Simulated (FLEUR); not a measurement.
# free Fe(001) film, 1 layer: from one collinear state to anisotropy, part 2 of 2

Wanted: anisotropy for free Fe(001) film, 1 layer, with the cost of each step.

FLEUR MaX-R8.1; PBE; all-electron FLAPW film, Dirac cores, scalar-relativistic bands.

So far. Step 2 (Self-consistent state): After 24 cycles the largest moment stands at 3.27 μB.

## 5. Spin–orbit coupling, moments along z

Level of this step: PBE; all-electron FLAPW film, Dirac cores, scalar-relativistic bands with spin-orbit coupling (FLEUR).

Spin–orbit coupling ties the spins to the lattice and lets orbital moments form.

A new self-consistent run of the start ferro +, with the moments along z. The k list default-1 (kpts.xml, not shown) is a Γ-centred 26×26×1 mesh.

File inp.xml:

```
<?xml version="1.0" encoding="UTF-8" standalone="no"?>
<fleurInput fleurInputVersion="0.39">
   <comment>
      Fe
   </comment>
   <calculationSetup>
      <cutoffs Kmax="3.6" Gmax="10.8" GmaxXC="10.8" numbands="36"/>
      <scfLoop itmax="150" minDistance="0.00002" maxIterBroyd="15" imix="Anderson" alpha="0.03" precondParam="0.0" spinf="2.0" sdNocoIR="T"/>
      <coreElectrons ctail="T" frcor="F" kcrel="0" coretail_lmax="0"/>
      <xcFunctional name="pbe" relativisticCorrections="F"/>
      <magnetism jspins="2"/>
      <soc l_soc="T" theta="0.0" phi="0.0" spav="F"/>
      <expertModes spex="0" secvar="F"/>
      <geometryOptimization l_f="F" forcealpha="1.0" forcemix="BFGS" epsdisp="0.00001" epsforce="0.00001"/>
      <ldaU l_linMix="F" mixParam="0.05" spinf="1.0"/>
   </calculationSetup>
   <cell>
      <bzIntegration valenceElectrons="16.0" mode="hist" fermiSmearingEnergy="0.00183747">
         <kPointListSelection listName="default-1"/>
         <xi:include xmlns:xi="http://www.w3.org/2001/XInclude" href="kpts.xml"> </xi:include>
      </bzIntegration>
      <xi:include xmlns:xi="http://www.w3.org/2001/XInclude" href="sym.xml"> </xi:include>
      <filmLattice scale="1.0" dVac="5.94" dTilda="8.44">
         <bravaisMatrixFilm>
            <row-1>    5.4159550731035999     0.0000000000000000</row-1>
            <row-2>    0.0000000000000000     5.4159550731035999</row-2>
         </bravaisMatrixFilm>
         <vacuumEnergyParameters vacuum="1" spinUp="-.25" spinDown="-.25"/>
      </filmLattice>
   </cell>
   <atomSpecies>
      <species name="Iron (Fe) 2.800" element="Fe" atomicNumber="26">
         <mtSphere radius="2.57" gridPoints="849" logIncrement="0.014"/>
         <atomicCutoffs lmax="10" lnonsphr="8"/>
         <electronConfig flipSpins="F">
            <coreConfig>(1s1/2) (2s1/2) (2p1/2) (2p3/2)</coreConfig>
            <valenceConfig>(3s1/2) (3p1/2) (3p3/2) (4s1/2) (3d3/2) (3d5/2)</valenceConfig>
            <stateOccupation state="(3d3/2)" spinUp="1.4" spinDown="1.0"/>
            <stateOccupation state="(3d5/2)" spinUp="3.0" spinDown="0.6"/>
         </electronConfig>
         <energyParameters s="4" p="4" d="3" f="4"/>
         <lo type="SCLO" l="0" n="3" eDeriv="0"/>
         <lo type="SCLO" l="1" n="3" eDeriv="0"/>
      </species>
   </atomSpecies>
   <atomGroups>
      <atomGroup species="Iron (Fe) 2.800">
         <filmPos label="                   1">.0000000000 .0000000000 .0000000000</filmPos>
         <force calculate="T" relaxXYZ="TTT"/>
      </atomGroup>
   </atomGroups>
   <output dos="F" band="F" slice="F">
      <bandDOS minEnergy="-.5*Htr" maxEnergy="0.5*Htr" sigma="0.015" storeEVData="T"/>
      <plotting iplot="0" polar="F">
         <plot TwoD="T" vec1="  1.0  0.0  0.0" vec2="  0.0  1.0  0.0" vec3="  0.0  0.0  1.0" zero="  0.0  0.0 -0.5" file="plot"/>
      </plotting>
      <moessbauerParams electricFieldGradient="F" isomerShift="F" coreHyperfine="F" valenceHyperfine="F"/>
   </output>
</fleurInput>
```

File crystal.txt:

```
Fe
&input film=T cartesian=F /
2.86600000000  0.00000000000  0.00000000000
0.00000000000  2.86600000000  0.00000000000
0.00000000000  0.00000000000  1.00000000000
1.8897261246
1.0 1.0 1.0

1
26 0.00000000000  0.00000000000  0.00000000000 : 2.800

&soc 0.0000000 0.0000000 /
&kpt div1=26 div2=26 div3=1 gamma=T /
```

The run is started by

```sh
> OMP_NUM_THREADS=1 inpgen -f crystal.txt > inpgen.log  # inp.xml is then edited as shown
> OMP_NUM_THREADS=1 mpirun -n 4 fleur_MPI > fleur.log
```

Log:

```text
[banner, memory and clock lines left out]
Welcome to FLEUR        (www.flapw.de)
      MaX-Release 8.1          (www.max-centre.eu)

 ========== k-point set info ==========
 Selected k-point list: default-1
 k-point list type: mesh
 0 x 0 x 0
 Number of k points: 172

 [... set-up left out ...]
 Iteration:     1   Distance:      15.30388102 me/bohr^3
 Iteration:     2   Distance:      13.32419335 me/bohr^3
 Iteration:     3   Distance:      11.15748850 me/bohr^3
 Iteration:     4   Distance:       7.16757642 me/bohr^3
 Iteration:     5   Distance:       4.86527515 me/bohr^3
 Iteration:     6   Distance:       4.68635264 me/bohr^3
 Iteration:     7   Distance:       0.83962214 me/bohr^3
 Iteration:     8   Distance:       0.51631773 me/bohr^3
 Iteration:     9   Distance:       0.53256087 me/bohr^3
 Iteration:    10   Distance:       0.14432239 me/bohr^3
 Iteration:    11   Distance:       0.19496298 me/bohr^3
 Iteration:    12   Distance:       0.02962989 me/bohr^3
 Iteration:    13   Distance:       0.02813254 me/bohr^3
 Iteration:    14   Distance:       0.00998794 me/bohr^3
 Iteration:    15   Distance:       0.01142491 me/bohr^3
 Iteration:    16   Distance:       0.01111668 me/bohr^3
 Iteration:    17   Distance:       0.00181834 me/bohr^3
 Iteration:    18   Distance:       0.00102457 me/bohr^3
 Iteration:    19   Distance:       0.00028523 me/bohr^3
 Iteration:    20   Distance:       0.00026868 me/bohr^3
 Iteration:    21   Distance:       0.00005270 me/bohr^3
 Iteration:    22   Distance:       0.00000857 me/bohr^3

 ********************************************************************
 Run finished successfully
 Stop message:
   all done
 ********************************************************************

--- out.xml (last complete iteration) ---
<iteration numberForCurrentRun="   22" overallNumber="   22">
         [... left out ...]
         <bandgap value="0.0000000000" units="eV"/>
         <sumValenceSingleParticleEnergies value="-21.0722405935" units="Htr"/>
         <FermiEnergy value="-0.1463297113" units="Htr"/>
         [... left out ...]
         <magneticMomentsInMTSpheres units="muBohr">
            <globalMagMoment atomType="1" vec="0.00000   0.00000   3.24330"/>
         </magneticMomentsInMTSpheres>
         <orbitalMomentsInMTSpheres units="muBohr">
            <globalMagMoment atomType="1" vec="0.00000   0.00000   0.14333"/>
         </orbitalMomentsInMTSpheres>
         [... left out ...]
         <totalEnergy value="    -1272.7056489449" units="Htr">
            <sumOfEigenvalues value="     -748.4791650825">
               <coreElectrons value="-727.4069244890"/>
               <valenceElectrons value="-21.0722405935"/>
            </sumOfEigenvalues>
         [... left out ...]
            <freeEnergy value="-1272.7064049304"/>
            <extrapolationTo0K value="-1272.7060269376"/>
         </totalEnergy>
         <densityConvergence units="me/bohr^3">
            <chargeDensity spin="1" distance="0.0000051356"/>
            <chargeDensity spin="2" distance="0.0000049798"/>
            <overallChargeDensity distance="0.0000053706"/>
            <spinDensity distance="0.0000085734"/>
         </densityConvergence>
      </iteration>
```

Run time: 57 s. Hardware: 4 MPI ranks of Arm Neoverse V2, shared host; peak memory 0.34 GiB; 3.8 min of CPU time.

Read from the output:

* free energy: -34632.1056 eV
* program's band gap on this mesh (in a metal only a level spacing): 0 eV
* magnetization: 3.262 μB
* final state: ferromagnetic
* largest moment: 3.243 μB
* orbital moment along the spin: 0.1433 μB

Orbital moment in the sphere, along the spin axis by atom:

```
atom  orbital moment in the sphere, along the spin axis (μB)
 Fe1                                                   0.143
```

## 6. Summary of results

| Property | Result |
| --- | --- |
| reference state | ferromagnetic |
| largest sphere moment | 3.27 μB |
| easy direction of those tried | z |
| energy along x less z, force theorem | 0.779 meV a primitive cell |
| orbital moment on the atom of largest spin, along its spin (spin–orbit run) | 0.143 μB |

**Reading.** By the force theorem the moments prefer z; shape anisotropy is not in it, and in a film it favours the plane. The difference for the second direction goes from 0.78 meV (mesh 17×17×1, 32 states, 30 s of CPU time) to 0.78 meV (mesh 26×26×1, 32 states, 57 s). The orbital moment is parallel to the spin. The state was typed, and no other order was converged beside it, so it need not be the ground state.

[Logs and program files are shortened in this print: banners, set-up blocks, solver, clock and traceback lines can be left out without a mark of their own.]

[Logs are printed without paths, hosts, clocks, repeated set-up lines and the standing remarks that a program may print on its own settings, such as how far it seeks lower states.]

[Hosts, paths, dates, database ids (printed as entryN), source tags and the programs' standing remarks are cut or masked in the printed files.]

[Where a cell is said to come from a database of computed structures, the database is the Materials Project.]
